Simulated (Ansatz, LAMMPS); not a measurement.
# Amorphous poly(vinylidene fluoride) (as short chains C12F10H16) at 300 K (114 atoms) under strain, part 2 of 4

Aim: relax amorphous poly(vinylidene fluoride) (as short chains C12F10H16) at 300 K (114 atoms), then change its volume and shape to read moduli from the stress.

Ansatz 0.2.0; Kohn-Sham DFT, PBE+D4, PAW (set soft_2), plane waves.

The cell: 36 C, 30 F and 48 H. The network of contacts between molecules at the start is that of the classical potential that made the cell. Sampling is at Γ alone.

So far. Step 2 (Single point at the start): The r.m.s. force at the start is 1.0 eV/Å.

### Step 3. Cell and atoms relaxed

The cell is relaxed with the atoms, since the starting lattice needn't suit this functional.

Input file input.yaml:

```yaml
crystal:
  lattice:
    - [10.30155, 0.0, 0.0]
    - [0.0, 10.30155, 0.0]
    - [0.0, 0.0, 10.30155]
  atoms:
    [... the 114 atom lines of step 2 ...]
kpoints:
  mp_grid: { grid: [1, 1, 1] }
hamiltonian:
  xc: pbe
  dispersion: d4
scf:
  occupations: { method: fixed }
output:
  forces: true
relax:
  f_tol: 0.05
  max_steps: 150
  cell: {}
```

Started as:

```sh
> ansatz run input.yaml --threads 4 --pin off --max-ram 8192MiB --backend cpu --events-out ev --progress --plain --runs-dir out
```

What it wrote:

```text
[...]
Crystal: 114 atoms, lattice volume = 1093.220 Å³
Basis set: ecut = 420 eV, 21367 PW (Γ), exchange–correlation on 144×144×144 points (8 copies of the dense FFT grid, shifted against one another)
Bands: 315, of which v1, the nominal top of the filled ones, is band 201 counted from 1 (200 counted from 0)
Symmetry: 1 space group operations
[...]
k-points: 1
[...]
SCF iter   1: F=—  HF=-34043.707444 eV  |F-HF|=—  |Δ(HF+E_count)|=         —  Δρ=5.19e-3  dr2=2.97e-1  ethr=1.77e-3  ⟨swp⟩=5.0  Hψ=982  notcnv=0  defer=112
[...]
SCF iter   9: F=-34043.659957 eV  HF=-34043.659957 eV  |F-HF|=1.49e-8  |Δ(HF+E_count)|=   1.65e-8  Δρ=2.03e-6  dr2=3.82e-8  ethr=2.49e-11  ⟨swp⟩=4.0  Hψ=819  notcnv=0
SCF 1 converged in 9 iterations: F = -34043.659957 eV  dr2 = 3.82e-8
[...]
relax step   1: F+E_penalty+E_count = -34043.65995666 eV  Δ(F+E_penalty+E_count) = +0.000e0 eV  max|allowed force component| = 3.939e0 eV/Å  Δτ_max = 0.0000 Å  P = +6.027 GPa  Ω = 1093.220 Å³  (9 SCF iters, dr2 threshold 1.00e-7 eV, accepted)
[... from here on, the SCF cycles and remarks between the steps are left out ...]
relax step   2: F+E_penalty+E_count = -34048.24838080 eV  Δ(F+E_penalty+E_count) = -4.588e0 eV  max|allowed force component| = 1.395e0 eV/Å  Δτ_max = 0.1948 Å  P = +1.002 GPa  Ω = 1184.704 Å³  energy of the carried Pulay correction = -3.281e-1 eV  (8 SCF iters, dr2 threshold 1.14e-5 eV, accepted)
relax step   3: F+E_penalty+E_count = -34049.21487356 eV  Δ(F+E_penalty+E_count) = -9.665e-1 eV  max|allowed force component| = 6.131e-1 eV/Å  Δτ_max = 0.1942 Å  P = +0.049 GPa  Ω = 1147.197 Å³  energy of the carried Pulay correction = -1.968e-1 eV  (8 SCF iters, dr2 threshold 1.14e-5 eV, accepted)
relax step   4: F+E_penalty+E_count = -34049.48741481 eV  Δ(F+E_penalty+E_count) = -2.725e-1 eV  max|allowed force component| = 1.900e-1 eV/Å  Δτ_max = 0.2000 Å  P = -0.123 GPa  Ω = 1148.786 Å³  energy of the carried Pulay correction = -2.025e-1 eV  (7 SCF iters, dr2 threshold 1.14e-5 eV, accepted)
relax step   5: F+E_penalty+E_count = -34049.62564980 eV  Δ(F+E_penalty+E_count) = -1.382e-1 eV  max|allowed force component| = 2.977e-1 eV/Å  Δτ_max = 0.1948 Å  P = -0.293 GPa  Ω = 1141.260 Å³  energy of the carried Pulay correction = -1.756e-1 eV  (8 SCF iters, dr2 threshold 2.26e-6 eV, accepted)
relax step   6: F+E_penalty+E_count = -34049.69638471 eV  Δ(F+E_penalty+E_count) = -7.073e-2 eV  max|allowed force component| = 1.880e-1 eV/Å  Δτ_max = 0.1860 Å  P = -0.045 GPa  Ω = 1140.297 Å³  energy of the carried Pulay correction = -1.722e-1 eV  (8 SCF iters, dr2 threshold 5.54e-6 eV, accepted)
relax step   7: F+E_penalty+E_count = -34049.72460873 eV  Δ(F+E_penalty+E_count) = -2.822e-2 eV  max|allowed force component| = 2.421e-1 eV/Å  Δτ_max = 0.1814 Å  P = -0.255 GPa  Ω = 1139.935 Å³  energy of the carried Pulay correction = -1.709e-1 eV  (8 SCF iters, dr2 threshold 2.21e-6 eV, accepted)
relax step   8: F+E_penalty+E_count = -34049.74672819 eV  Δ(F+E_penalty+E_count) = -2.212e-2 eV  max|allowed force component| = 2.488e-1 eV/Å  Δτ_max = 0.1028 Å  P = +0.087 GPa  Ω = 1140.614 Å³  energy of the carried Pulay correction = -1.733e-1 eV  (7 SCF iters, dr2 threshold 3.66e-6 eV, accepted)
relax step   9: F+E_penalty+E_count = -34049.76873663 eV  Δ(F+E_penalty+E_count) = -2.201e-2 eV  max|allowed force component| = 5.053e-2 eV/Å  Δτ_max = 0.0929 Å  P = -0.009 GPa  Ω = 1139.205 Å³  energy of the carried Pulay correction = -1.683e-1 eV  (7 SCF iters, dr2 threshold 3.87e-6 eV, accepted)
relax step  10: F+E_penalty+E_count = -34049.78140287 eV  Δ(F+E_penalty+E_count) = -1.267e-2 eV  max|allowed force component| = 5.690e-2 eV/Å  Δτ_max = 0.0857 Å  P = -0.047 GPa  Ω = 1138.165 Å³  energy of the carried Pulay correction = -1.645e-1 eV  (9 SCF iters, dr2 threshold 1.60e-7 eV, accepted)
relax step  11: F+E_penalty+E_count = -34049.78701388 eV  Δ(F+E_penalty+E_count) = -5.611e-3 eV  max|allowed force component| = 3.768e-2 eV/Å  Δτ_max = 0.0809 Å  P = -0.032 GPa  Ω = 1137.892 Å³  energy of the carried Pulay correction = -1.636e-1 eV  (8 SCF iters, dr2 threshold 2.02e-7 eV, accepted)
relax step  12: F+E_penalty+E_count = -34049.78630504 eV  Δ(F+E_penalty+E_count) = +7.088e-4 eV  max|allowed force component| = 2.151e-2 eV/Å  Δτ_max = 0.0559 Å  P = -0.010 GPa  Ω = 1138.846 Å³  energy of the carried Pulay correction = -1.670e-1 eV  (10 SCF iters, accepted)
relax step  13: F+E_penalty+E_count = -34050.02866691 eV  Δ(F+E_penalty+E_count) = -2.424e-1 eV  max|allowed force component| = 2.614e-2 eV/Å  Δτ_max = 0.0000 Å  P = +0.315 GPa  Ω = 1138.846 Å³  stress off target by 5.68e-1 GPa  SCF on the basis re-selected at this cell (its energy is not comparable with the rows above)  (8 SCF iters)
relax step  14: F+E_penalty+E_count = -34049.92147472 eV  Δ(F+E_penalty+E_count) = +1.072e-1 eV  max|allowed force component| = 5.967e-2 eV/Å  Δτ_max = 0.1074 Å  P = -0.014 GPa  Ω = 1178.716 Å³  energy of the carried Pulay correction = -1.571e-1 eV  (9 SCF iters, dr2 threshold 8.07e-7 eV, accepted)
relax step  15: F+E_penalty+E_count = -34049.95037471 eV  Δ(F+E_penalty+E_count) = -2.890e-2 eV  max|allowed force component| = 3.138e-2 eV/Å  Δτ_max = 0.0607 Å  P = -0.020 GPa  Ω = 1174.217 Å³  energy of the carried Pulay correction = -1.386e-1 eV  (8 SCF iters, dr2 threshold 2.23e-7 eV, accepted)
relax step  16: F+E_penalty+E_count = -34049.96059945 eV  Δ(F+E_penalty+E_count) = -1.022e-2 eV  max|allowed force component| = 2.397e-2 eV/Å  Δτ_max = 0.0405 Å  P = -0.011 GPa  Ω = 1172.457 Å³  energy of the carried Pulay correction = -1.314e-1 eV  (10 SCF iters, accepted)
relax step  17: F+E_penalty+E_count = -34049.96220117 eV  Δ(F+E_penalty+E_count) = -1.602e-3 eV  max|allowed force component| = 1.876e-2 eV/Å  Δτ_max = 0.0502 Å  P = -0.006 GPa  Ω = 1172.518 Å³  energy of the carried Pulay correction = -1.317e-1 eV  (10 SCF iters, accepted)
relax step  18: F+E_penalty+E_count = -34050.12213784 eV  Δ(F+E_penalty+E_count) = -1.599e-1 eV  max|allowed force component| = 1.763e-2 eV/Å  Δτ_max = 0.0000 Å  P = +0.086 GPa  Ω = 1172.518 Å³  stress off target by 2.49e-1 GPa  SCF on the basis re-selected at this cell (its energy is not comparable with the rows above)  (8 SCF iters)
relax step  19: F+E_penalty+E_count = -34050.10661412 eV  Δ(F+E_penalty+E_count) = +1.552e-2 eV  max|allowed force component| = 5.114e-2 eV/Å  Δτ_max = 0.1188 Å  P = -0.025 GPa  Ω = 1182.987 Å³  energy of the carried Pulay correction = -3.682e-2 eV  (9 SCF iters, dr2 threshold 1.55e-7 eV, accepted)
relax step  20: F+E_penalty+E_count = -34050.09216598 eV  Δ(F+E_penalty+E_count) = +1.445e-2 eV  max|allowed force component| = 2.009e-2 eV/Å  Δτ_max = 0.0310 Å  P = -0.003 GPa  Ω = 1187.848 Å³  energy of the carried Pulay correction = -5.462e-2 eV  (8 SCF iters, dr2 threshold 1.63e-7 eV, accepted)
relax step  21: F+E_penalty+E_count = -34050.15712103 eV  Δ(F+E_penalty+E_count) = -6.496e-2 eV  max|allowed force component| = 2.151e-2 eV/Å  Δτ_max = 0.0000 Å  P = +0.026 GPa  Ω = 1187.848 Å³  stress off target by 1.77e-1 GPa  SCF on the basis re-selected at this cell (its energy is not comparable with the rows above)  (7 SCF iters)
relax step  22: F+E_penalty+E_count = -34050.15118370 eV  Δ(F+E_penalty+E_count) = +5.937e-3 eV  max|allowed force component| = 8.237e-2 eV/Å  Δτ_max = 0.1388 Å  P = -0.121 GPa  Ω = 1193.025 Å³  energy of the carried Pulay correction = -1.743e-2 eV  (9 SCF iters, dr2 threshold 7.79e-8 eV, accepted)
relax step  23: F+E_penalty+E_count = -34050.15289265 eV  Δ(F+E_penalty+E_count) = -1.709e-3 eV  max|allowed force component| = 7.020e-2 eV/Å  Δτ_max = 0.0481 Å  P = +0.079 GPa  Ω = 1192.971 Å³  energy of the carried Pulay correction = -1.710e-2 eV  (7 SCF iters, dr2 threshold 4.24e-7 eV, accepted)
relax step  24: F+E_penalty+E_count = -34050.15853358 eV  Δ(F+E_penalty+E_count) = -5.641e-3 eV  max|allowed force component| = 8.946e-3 eV/Å  Δτ_max = 0.0349 Å  P = -0.007 GPa  Ω = 1192.021 Å³  energy of the carried Pulay correction = -1.376e-2 eV  (7 SCF iters, dr2 threshold 3.08e-7 eV, accepted)
relax step  25: F+E_penalty+E_count = -34050.17476158 eV  Δ(F+E_penalty+E_count) = -1.623e-2 eV  max|allowed force component| = 8.071e-3 eV/Å  Δτ_max = 0.0000 Å  P = +0.006 GPa  Ω = 1192.021 Å³  stress off target by 8.88e-2 GPa  SCF on the basis re-selected at this cell (its energy is not comparable with the rows above)  (6 SCF iters)
relax step  26: F+E_penalty+E_count = -34050.17714695 eV  Δ(F+E_penalty+E_count) = -2.385e-3 eV  max|allowed force component| = 4.775e-2 eV/Å  Δτ_max = 0.0950 Å  P = -0.082 GPa  Ω = 1192.892 Å³  energy of the carried Pulay correction = -3.936e-3 eV  (9 SCF iters, dr2 threshold 1.97e-8 eV, accepted)
relax step  27: F+E_penalty+E_count = -34050.18029269 eV  Δ(F+E_penalty+E_count) = -3.146e-3 eV  max|allowed force component| = 9.293e-3 eV/Å  Δτ_max = 0.0248 Å  P = -0.002 GPa  Ω = 1192.247 Å³  energy of the carried Pulay correction = -1.726e-3 eV  (8 SCF iters, dr2 threshold 2.46e-8 eV, accepted)
relax step  28: F+E_penalty+E_count = -34050.18531363 eV  Δ(F+E_penalty+E_count) = -5.021e-3 eV  max|allowed force component| = 1.009e-2 eV/Å  Δτ_max = 0.0000 Å  P = +0.005 GPa  Ω = 1192.247 Å³  stress off target by 6.21e-2 GPa  SCF on the basis re-selected at this cell (its energy is not comparable with the rows above)  (6 SCF iters)
relax step  29: F+E_penalty+E_count = -34050.18908612 eV  Δ(F+E_penalty+E_count) = -3.772e-3 eV  max|allowed force component| = 1.285e-2 eV/Å  Δτ_max = 0.0564 Å  P = +0.001 GPa  Ω = 1191.960 Å³  energy of the carried Pulay correction = +3.697e-4 eV  (9 SCF iters, dr2 threshold 9.63e-9 eV, accepted)
relax step  30: F+E_penalty+E_count = -34050.19517505 eV  Δ(F+E_penalty+E_count) = -6.089e-3 eV  max|allowed force component| = 1.253e-2 eV/Å  Δτ_max = 0.0000 Å  P = +0.005 GPa  Ω = 1191.960 Å³  stress off target by 4.81e-2 GPa  SCF on the basis re-selected at this cell (its energy is not comparable with the rows above)  (5 SCF iters)
[...]
SCF converged after 5 iterations
Free energy (F): -34050.195175 eV
[...]
Internal energy: -34050.195175 eV  (E = F + TS)
E sigma→0 (E₀):  -34050.195175 eV
Fermi energy:    -1.576946 eV
[...]
Σ components = -34050.195175   (vs F -34050.195175, Δ=0.00e0)
--- Forces (eV/Å), atoms counted from 1 ---
  atom   1  C      0.00146020    -0.00297958     0.00186220
  atom   2  C     -0.00097525     0.00369182    -0.00096467
  atom   3  C      0.00567003    -0.00500977    -0.00203802
  atom   4  F     -0.00352101     0.00022953     0.00184369
[...]
atom 114  H     -0.00065221     0.00069909    -0.00090458
  max |Σ_I F_I| component: 4.60e-5 eV/Å
--- Stress (GPa, compression-positive) ---
        0.041863       0.006878       0.016261
        0.006878      -0.014817       0.014675
        0.016261       0.014674      -0.013256
  P = ⅓ Tr σ = 0.0046 GPa (0.046 kbar)
--- Relaxed structure (24 steps of the walk, 24 accepted, 6 SCFs on fresh bases) ---
  F+E_penalty+E_count = -34050.19517505 eV   max|allowed force component| = 1.253e-2 eV/Å   (the final SCF, on the basis selected at the relaxed cell)
  cell:  # Å, volume = 1191.9601 Å³
    - [11.457660, 0.202355, 0.250901]
    - [0.202355, 10.299281, 0.281210]
    - [0.250901, 0.281210, 10.117313]
  atoms:
    - { symbol: C, position: [0.673662, 0.252848, 0.220059] }
    - { symbol: C, position: [0.646072, 0.167290, 0.108258] }
    - { symbol: C, position: [0.599747, 0.035421, 0.154950] }
    - { symbol: F, position: [0.500147, 0.052338, 0.236094] }
[...]
- { symbol: H, position: [0.970014, 0.397699, 0.730833] }
```

Wall time 3.3 min (4 threads of Intel Xeon Platinum 8375C at 2.90GHz (Ice Lake), shared host); peak memory 1.3 GiB.

The relaxation converged after 24 steps, with a largest force component of 0.013 eV/Å.

### Step 4. Single point at the relaxed geometry

One more single point at the end of the walk gives the fuller output and checks the residual forces.

Input file input.yaml:

```yaml
crystal:
  lattice:
    - [11.45766, 0.20236, 0.2509]
    - [0.20236, 10.29928, 0.28121]
    - [0.2509, 0.28121, 10.11731]
  atoms:
    - { symbol: C, position: [0.67366, 0.25285, 0.22006] }
    - { symbol: C, position: [0.64607, 0.16729, 0.10826] }
    - { symbol: C, position: [0.59975, 0.03542, 0.15495] }
    - { symbol: F, position: [0.50015, 0.05234, 0.23609] }
    - { symbol: F, position: [0.68086, 0.97014, 0.23591] }
    - { symbol: C, position: [0.57491, 0.9519, 0.04035] }
    [... 102 atom lines left out ...]
    - { symbol: H, position: [0.96178, 0.70056, 0.23595] }
    - { symbol: H, position: [0.01359, 0.50738, 0.9503] }
    - { symbol: H, position: [0.9687, 0.64969, 0.85754] }
    - { symbol: H, position: [0.82175, 0.39917, 0.68555] }
    - { symbol: H, position: [0.90255, 0.54454, 0.66168] }
    - { symbol: H, position: [0.97001, 0.3977, 0.73083] }
kpoints:
  mp_grid: { grid: [1, 1, 1] }
hamiltonian:
  xc: pbe
  dispersion: d4
scf:
  occupations: { method: fixed }
output:
  forces: true
  stress: true
  populations: true
  dos:
    method: { smearing: { sigma: 0.15 } }
    de: 0.1
    projected: { site_lists: { C: [C], F: [F], H: [H] } }
  eigenvalues: true
  write_density: true
  write_potential: true
  volumetric_format: npy
  elf: true
```

What it wrote:

```text
[...]
Crystal: 114 atoms, lattice volume = 1191.960 Å³
Basis set: ecut = 420 eV, 23289 PW (Γ), exchange–correlation on 160×144×144 points (8 copies of the dense FFT grid, shifted against one another)
Bands: 315, of which v1, the nominal top of the filled ones, is band 201 counted from 1 (200 counted from 0)
Symmetry: 1 space group operations
[...]
k-points: 1
[...]
SCF iter   1: F=—  HF=-34050.256351 eV  |F-HF|=—  |Δ(HF+E_count)|=         —  Δρ=4.68e-3  dr2=3.01e-1  ethr=1.77e-3  ⟨swp⟩=5.0  Hψ=1082  notcnv=0  defer=111
[...]
SCF iter   9: F=-34050.195174 eV  HF=-34050.195174 eV  |F-HF|=1.21e-9  |Δ(HF+E_count)|=   6.90e-8  Δρ=1.29e-6  dr2=2.52e-8  ethr=2.49e-11  ⟨swp⟩=17.0  Hψ=2772  notcnv=0
SCF 1 converged in 9 iterations: F = -34050.195174 eV  dr2 = 2.52e-8
[...]
WARN: The input density's exchange-correlation potential varies sharply where the density is thin. Do not read a vacuum level from v_tot or v_xc, or from such a field of the output density. On a cell that repeats whose density bears no net charge and no dipole along the vacuum's axis use v_es (v_loc + v_h of the components); [...]
SCF converged after 9 iterations
Free energy (F): -34050.195174 eV
[...]
Internal energy: -34050.195174 eV  (E = F + TS)
E sigma→0 (E₀):  -34050.195174 eV
Fermi energy:    -1.576825 eV
[...]
--- Forces (eV/Å), atoms counted from 1 ---
  atom   1  C      0.00213655    -0.00353846     0.00187256
  atom   2  C      0.00124503     0.00357668    -0.00264867
  atom   3  C      0.00488722    -0.00583450    -0.00218291
  atom   4  F     -0.00390645    -0.00001643     0.00253669
  atom   5  F     -0.00373269     0.00050746    -0.00004790
  atom   6  C     -0.00083262     0.00807874    -0.00118107
  atom   7  C      0.00982569    -0.01412041     0.00719503
  atom   8  F     -0.00054003    -0.00111693     0.00306643
  atom   9  F     -0.00968475     0.00669883    -0.01175821
  atom  10  C      0.00319381    -0.00247354    -0.00030410
  atom  11  C      0.00338813    -0.00219769    -0.00313144
  atom  12  F     -0.00324453    -0.00135362    -0.00064255
  atom  13  F      0.00119978     0.00252762    -0.00091040
  atom  14  C     -0.00659969     0.00015535    -0.00108653
[...]
atom 113  H      0.00049888     0.00193749    -0.00071673
  atom 114  H      0.00013404     0.00045009    -0.00109966
  max |Σ_I F_I| component: 9.77e-5 eV/Å
--- Stress (GPa, compression-positive) ---
        0.043853       0.006833       0.015700
        0.006833      -0.014527       0.014638
        0.015700       0.014638      -0.013034
  P = ⅓ Tr σ = 0.0054 GPa (0.054 kbar)
--- Band table (eV) ---
[...]
--- Löwdin populations: 114 sites ---
  site symbol       q [e]
     0      C      4.4568
     1      C      4.2802
     2      C      3.3786
[...]
113      H      0.7967
  spilling = 0.010019 (of n_electrons = 402.000000)
```

Run time: 11 s. Hardware: 4 threads; peak memory 1.4 GiB.

The program notes that the exchange-correlation potential is rough where the density is thin.

The run gave:

```
free energy                                      : -34050.1952 eV
free energy per atom                             : -298.6859 eV/atom
SCF cycles                                       : 9
pressure                                         : 0.005431 GPa
r.m.s. force component                           : 0.00284 eV/Å
longest force                                    : 0.01865 eV/Å
Fermi energy                                     : -1.577 eV
gap (highest filled to lowest empty level) : 6.449 eV
spilling of the projection                       : 0.01002
```

[end of part 2 of 4]

[Long decimals in the printed logs are rounded to 6 places.]

[Logs are printed without paths, hosts, clocks, repeated set-up lines and the standing remarks that a program may print on its own settings, such as how far it seeks lower states.]

[Hosts, paths, dates, database ids (printed as entryN), source tags and the programs' standing remarks are cut or masked in the printed files.]
